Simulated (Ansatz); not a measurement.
# Formation energy and levels of the substitutional impurity Bi_Sn in SnO2 (P4_2/mnm)

Aim: at which Fermi levels does Bi_Sn in SnO2 (P4_2/mnm) change its charge? The model is a cell of 72 host atoms with 1 Sn taken out and 1 Bi put in.

Method: place-levels on r2SCAN runs: charge-transition levels and formation energies with image-charge correction and potential alignment at the atomic sites; PAW set soft_1, in Ansatz 0.2.0.

**What experiment says.**

For SnO2, rutile (bulk crystal), “Study on the Photocatalytic Properties of Flower-Shaped SnO2” (2022, pmc:9565917) quotes earlier work: band gap (experimental gap quoted from earlier work) 3.6 eV [literature value quoted in passing in the paper's theory part; sample, method and …].

Most raw output is cut from this account.

## 1. Set-up

The cell holds 72 atoms: 23 Sn, 48 O and 1 Bi. Cell: a = 9.516 Å, b = 9.516 Å, c = 9.602 Å, α = 90.0°, β = 90.0°, γ = 90.0°. It derives from SnO2 (space group P4_2/mnm). Nearest the centre at fractional (0.500, 0.500, 0.667): Bi68 at 0.00 Å, O71 at 2.06 Å, O18 at 2.06 Å, O28 at 2.07 Å, O45 at 2.07 Å, O34 at 2.07 Å, O51 at 2.07 Å, Sn62 at 3.20 Å.

Coordinates:

Known beforehand: the electronic dielectric constant, (4.60, 4.60, 4.91), and the static one, (13.48, 13.48, 10.42), from a response run on this crystal (DFPT, PBEsol) at that run's own cell.

The cell's shortest repeat is 9.5 Å.

## 2. Charge states

Levels follow from differences of total energies between charge states, each relaxed by itself.

Each atom starts 0.05 Å or so off its site in a random direction: a symmetric start keeps its symmetry, and would miss off-centre moves and Jahn–Teller distortions. Forces are taken at one point at (¼, ¼, ¼). The cell holds 1 electron more than the neutral one, with a uniform background that keeps it neutral on the whole.

The sampling was tested on the host first: at the k-points planned (1x1x1 shifted 0.25 0.25 0.25) its energy lies 0.000 eV an atom from the dense-mesh value, under the bound of 0.02 eV set for this test; that bounds the host's error, not the defect's.

One state's input; the others differ in charge, spin, start and seed, and in occupations where the table says so.

File qm1.relax/input.yaml:

```yaml
crystal:
  lattice:
    - [4.75775154, 0.0, 0.0]
    - [0.0, 4.75775154, 0.0]
    - [0.0, 0.0, 3.20068146]
  atoms:
    - { symbol: Sn, position: [0.5, 0.5, 0.5] }
    - { symbol: Sn, position: [0.0, 0.0, 0.0] }
    - { symbol: O, position: [0.19405723, 0.80594277, 0.5] }
    - { symbol: O, position: [0.80594277, 0.19405723, 0.5] }
    - { symbol: O, position: [0.30594277, 0.30594277, 0.0] }
    - { symbol: O, position: [0.69405723, 0.69405723, 0.0] }
  supercell: [2, 2, 3]
  defects: [{ substitution: { at: 67, symbol: Bi } }]
total_charge: -1
basis:
  ecutwfc: 500
  xc_grid: 2
hamiltonian:
  xc: r2scan
  pseudopotentials: { kind: paw, azcp: { folder: soft_1 } }
kpoints:
  mp_grid: { grid: [1, 1, 1], shift: [0.25, 0.25, 0.25] }
scf:
  occupations: { method: fixed }
  max_iter: 80
output:
  forces: true
  charged_corrections: { epsilon: [4.6, 4.6, 4.91], static_epsilon: [13.48, 13.48, 10.42] }
relax:
  f_tol: 0.02
  max_steps: 80
  random_displacement: { amplitude: 0.05, seed: 4189 }
checkpoint:
  write: "../qm1.relax.run"
  compress: false
  write_wavefunctions: true
  write_every: 100000
```

Run with:

```bash
$ ansatz run input.yaml --threads 4 --pin off --max-ram 15073MiB --backend cpu --events-out ev --progress --plain --runs-dir out
```

Defect states can disperse in a cell of this size, so the energy is taken again at a 2×2×2 shifted mesh, on the relaxed structure.

The run of this state that the levels use, under r2SCAN:

File qm1.point/input.yaml:

```yaml
crystal:
  checkpoint: "../qm1.relax.run"
  host: checkpoint
total_charge: -1
basis:
  ecutwfc: 500
  xc_grid: 2
hamiltonian:
  xc: r2scan
  pseudopotentials: { kind: paw, azcp: { folder: soft_1 } }
kpoints:
  mp_grid: { grid: [2, 2, 2], shift: [0.5, 0.5, 0.5] }
scf:
  occupations: { method: fermi_dirac, width: 0.01 }
  max_iter: 80
output:
  forces: true
  eigenvalues: true
  charged_corrections:
    epsilon: [4.6, 4.6, 4.91]
    static_epsilon: [13.48, 13.48, 10.42]
    defect_position: [0.5, 0.5, 0.666667]
  eigenstates: { localisation: true }
  populations: true
  band_densities: [{ bands: [v1, v1] }, { bands: [c1, c1] }]
  write_density: true
  write_potential: true
  volumetric_format: npy
  elf: true
checkpoint:
  read: "../qm1.relax.run"
  write: "../qm1.point.run"
  compress: false
  write_wavefunctions: false
  write_every: 100000
```

Relaxations under r2SCAN at one point at (¼, ¼, ¼); times on 4 threads of Arm Neoverse V1, shared host:

| charge | moment (μB) | occupations | outcome | steps | largest displacement against the far atoms (Å) | time |
| --- | --- | --- | --- | --- | --- | --- |
| −1 | 0 | fixed | converged | 6 | 0.21 | 3.1 min |
| 0 | 1 | fixed | converged | 5 | 0.12 | 6.3 min |
| +1 | 0 | fixed | converged | 5 | 0.04 | 2.9 min |
| +1 | 2 | fixed | converged | 5 | 0.13 | 5.9 min |

Single points under r2SCAN at a 2×2×2 shifted mesh; times on 4 threads of Arm Neoverse V1, shared host:

| charge | moment (μB) | occupations | outcome | time |
| --- | --- | --- | --- | --- |
| −1 | 0 | fermi-dirac | converged | 3.3 min |
| 0 | 1 | fermi-dirac | converged | 6.5 min |
| +1 | 0 | fermi-dirac | converged | 2.9 min |
| +1 | 2 | fermi-dirac | converged | 6.3 min |

Distances (Å) from Bi68 to the nearest atoms after relaxation with r2SCAN:

| charge | moment (μB) | 1. | 2. | 3. | 4. | 5. | 6. |
| --- | --- | --- | --- | --- | --- | --- | --- |
| −1 | 0 | O 2.22 | O 2.22 | O 2.27 | O 2.27 | O 2.27 | O 2.27 |
| 0 | 1 | O 2.16 | O 2.16 | O 2.19 | O 2.19 | O 2.19 | O 2.19 |
| +1 | 0 | O 2.08 | O 2.08 | O 2.09 | O 2.09 | O 2.09 | O 2.09 |
| +1 | 2 | O 2.16 | O 2.16 | O 2.19 | O 2.19 | O 2.19 | O 2.19 |

## 3. place-levels, r2SCAN

A charged cell interacts with its images and the background, and its potential has another zero than the host's. place-levels removes the first by a point-charge model, screened by the static dielectric constant since the ions have relaxed around the charge, and the second by comparing potentials at atoms far from the defect.

The host is a run of the defect-free crystal in the same cutoffs, grids and k-points, so that basis and sampling errors cancel in part in the differences. The host is run in a cell of 6 atoms on a matching mesh. Its band edges are searched through the zone by a band path, so the gap is smaller than, or equal to, that on the mesh. Chemical potentials are energies per atom of Sn (alpha-Sn (diamond)) and Bi (A7 rhombohedral), run with the same functional and cutoff.

File levels.point.yaml:

```yaml
host:
  run: host.point.run
states: [qm1.point.run, q0_M1.point.run, qp1.point.run, qp1_M2.point.run]
geometry_from:
  qm1.point.run: qm1.relax.run
  q0_M1.point.run: q0_M1.relax.run
  qp1.point.run: qp1.relax.run
  qp1_M2.point.run: qp1_M2.relax.run
  host.point.run: host.relax.run
chemical_potentials:
  Sn:
    energy: -6038.703821
    dataset: <sha256 of the dataset>
  Bi:
    energy: -12413.333252
    dataset: "<sha256 of the dataset>"
epsilon: [4.6, 4.6, 4.91]
static_epsilon: [13.48, 13.48, 10.42]
vertical:
  - { from: qm1.point.run, to: qm1.point_neutral.run }
  - { from: qp1.point.run, to: qp1.point_neutral.run }
  - { from: qp1_M2.point.run, to: qp1_M2.point_neutral.run }
```

Run with:

```bash
$ ansatz place-levels levels.point.yaml -- --threads 4 --pin off --max-ram 15073MiB
```

Elapsed: 0.5 s, on 4 threads of Arm Neoverse V1, shared host.

Levels between the charges placed, in eV above the valence top:

|  | gap (eV) | (+1/0) | (0/−1) |
| --- | --- | --- | --- |
| r2SCAN | 1.80 | 1.54 | 1.77 |

Corrections by state:

| charge | moment (μB) | image terms and alignment (eV) | band filling (eV) | ε used | over the lowest of its charge, as the program ranks them, band filling apart (eV) |
| --- | --- | --- | --- | --- | --- |
| +1 | 0.0 | 0.249 | - | principal values (10.42, 13.48, 13.48) | 0.000 |
| 0 | 1.0 | 0.000 | - | - | 0.000 |
| −1 | 0.0 | 0.050 | - | principal values (10.42, 13.48, 13.48) | 0.000 |
| +1 | 2.0 | 0.184 | - | principal values (10.42, 13.48, 13.48) | 1.781 |

The charged structures listed were also run neutral, and place-levels reads from each pair, by the potential or the spins, how wide the charge is by which they differ; that can be the carrier of either run.

| charge | rms radius (Å) | spread where it is widest against the cell (Å) | wide from (Å) | reading |
| --- | --- | --- | --- | --- |
| +1 | 3.1 | 1.92 | 1.66 | wide |
| −1 | 2.4 | 1.61 | 1.66 | narrow |

The neutral runs of these pairs need not share the spin of the lowest neutral state, and very wide values only mean spread over the cell.

From the program's caveats on the states, each cut to its opening words:

- charge +1: it parts from the run at its places by a charge that spreads by about 1.9 Å along one vector (1.7 Å or more is wide), by its potential at epsilon [4.6, 4.6, [...]
- charge 0 (1 μB), +1 (2 μB): flagged: stability check not made
- charge +1 (2 μB): it parts from the run at its places by a charge that spreads by about 4.4 Å along one vector (1.6 Å or more is wide), by its potential at epsilon [4.6, 4.6, [...]
- charge +1 (2 μB): its moments are held at its close (magnetization.spin_locking), by a field of 0.747 eV a Bohr magneton, and its energy and levels are of the state that this [...]

The host's formation energy from the elements is -1.867 eV per atom; it sets how far the chemical potentials can move.

Limit set by the element alone; other compounds of these elements are not counted. Chemical potentials from the elements' reference states: O 0.00 eV, Sn -5.60 eV, Bi 0.00 eV. Formation energies (O-rich), with the Fermi level at the valence top and at the conduction bottom (gap 1.80 eV):

| charge | at valence top (eV) | at conduction bottom (eV) | correction included (eV) |
| --- | --- | --- | --- |
| +1 | -3.78 | -1.98 | 0.25 |
| 0 | -2.24 | -2.24 | 0.00 |
| −1 | -0.48 | -2.27 | 0.05 |

```tsv
Fermi level (eV)	lowest formation energy (eV)
0.00	-3.78
0.16	-3.62
0.33	-3.45
0.49	-3.29
0.65	-3.13
0.82	-2.96
0.98	-2.80
1.14	-2.64
1.31	-2.47
1.47	-2.31
1.63	-2.24
1.80	-2.27
```

Limit set by the element alone; other compounds of these elements are not counted. Chemical potentials from the elements' reference states: Sn 0.00 eV, O -2.80 eV, Bi 0.00 eV. Formation energies (Sn-rich), with the Fermi level at the valence top and at the conduction bottom (gap 1.80 eV):

| charge | at valence top (eV) | at conduction bottom (eV) | correction included (eV) |
| --- | --- | --- | --- |
| +1 | 1.82 | 3.62 | 0.25 |
| 0 | 3.36 | 3.36 | 0.00 |
| −1 | 5.13 | 3.33 | 0.05 |

(Fermi level (eV), lowest formation energy (eV)): (0.00, 1.82), (0.16, 1.98), (0.33, 2.15), (0.49, 2.31), (0.65, 2.47), (0.82, 2.64), (0.98, 2.80), (1.14, 2.96), (1.31, 3.13), (1.47, 3.29), (1.63, 3.36), (1.80, 3.33)

## 4. The same at the relaxations' own k-points

The relaxations' own energies give the levels at their sampling, for comparison.

File levels.relax_mesh.yaml:

```yaml
host:
  run: host.relax.run
states: [qm1.relax.run, q0_M1.relax.run, qp1.relax.run, qp1_M2.relax.run]
chemical_potentials:
  Sn:
    energy: -6038.703821
    dataset: <sha256 of the dataset>
  Bi:
    energy: -12413.333252
    dataset: "<sha256 of the dataset>"
```

Run with:

```bash
$ ansatz place-levels levels.relax_mesh.yaml -- --threads 4 --pin off --max-ram 15073MiB
```

Run time: 0.15 s. Hardware: 4 threads.

Levels between neighbouring charges, in eV above the valence top:

|  | gap (eV) | (+1/0) | (0/−1) |
| --- | --- | --- | --- |
| one point at (¼, ¼, ¼) | 1.80 | 1.54 | 1.78 |
| a 2×2×2 shifted mesh | 1.80 | 1.54 | 1.77 |

Going from one point at (¼, ¼, ¼) to a 2×2×2 shifted mesh moves the levels that carry no band-filling term by up to 0.01 eV and formation energies against the elements by up to 0.02 eV.

## 5. Results

```yaml
gap_of_the_host: 1.80 eV (r2SCAN)
level_plus_1_over_0: 1.54 eV above the valence top
level_0_minus_1: 1.77 eV above the valence top
lowest_of_the_charges_placed_just_above_the_valence_top_0p02_ev: +1
lowest_of_the_charges_placed_just_below_the_conduction_bottom_0p02_ev: −1
lowest_formation_energy_at_mid_gap_of_the_charges_run_o_rich: -2.88 eV
lowest_formation_energy_at_mid_gap_of_the_charges_run_sn_rich: 2.72 eV
```

**Reading.** Of the charges placed (−1, 0 and +1), the lowest changes at 1.54 eV (+1/0) and 1.77 eV (0/−1) above the valence top, in a gap of 1.80 eV. (0/−1) lies nearer to a band edge than the share of the finite-size correction in it (0.05 eV), and that correction holds for a localised charge alone. (0/−1) lies 0.03 eV from a band edge, less than the doubt on such levels. Charges above +1 and below −1 were not placed, so these runs say nothing of levels that involve them. States placed: +1 at 0 μB and 2 μB; 0 at 1 μB; −1 at 0 μB. Other spin states or structures, where not listed, weren't placed. Bi is taken at its element; compounds, which aren't counted here, bound the chemical potentials and would shift these formation energies. The lowest formation energy (O-rich) is negative across the gap, so the defect would form by itself: these chemical potentials lie beyond what competing compounds allow, or the host is unstable against it. Going from one point at (¼, ¼, ¼) to a 2×2×2 shifted mesh moves the levels that carry no band-filling term by up to 0.01 eV and formation energies against the elements by up to 0.02 eV. What this leaves open: r2SCAN makes the gap too small and tends to spread out bound carriers; where a gas molecule sets a chemical potential or the host's formation energy, its binding is uncorrected; spin–orbit coupling, which can matter with heavy atoms, is left out.

Computed beside measured:

| quantity | measured | r2SCAN |
| --- | --- | --- |
| band gap (least gap of the host) (eV) | 3.6 | 1.80 (-1.80 eV) |

Measured values from pmc:9565917 (2022).

Verdict: The band gap is off by -1.80 eV. Local and semilocal functionals usually give gaps below the measured ones. Spin-orbit coupling, left out here, can change the gap with such heavy elements. Zero-point and thermal motion shift the measured gap.

[Logs are printed without paths, hosts, clocks, repeated set-up lines and the standing remarks that a program may print on its own settings, such as how far it seeks lower states.]

[Hosts, paths, dates, database ids (printed as entryN), source tags and the programs' standing remarks are cut or masked in the printed files.]

[Where a table of states has a column of steps, it counts the stored structures, which are thinned; the runs took as many ionic steps or more.]

[A defect's name tells the site on which it was built; relaxed atoms can leave that site.]

[For some hosts the program warned that the k-mesh of the response run may be too coarse for force constants and the static dielectric constant; such warnings are not shown here.]
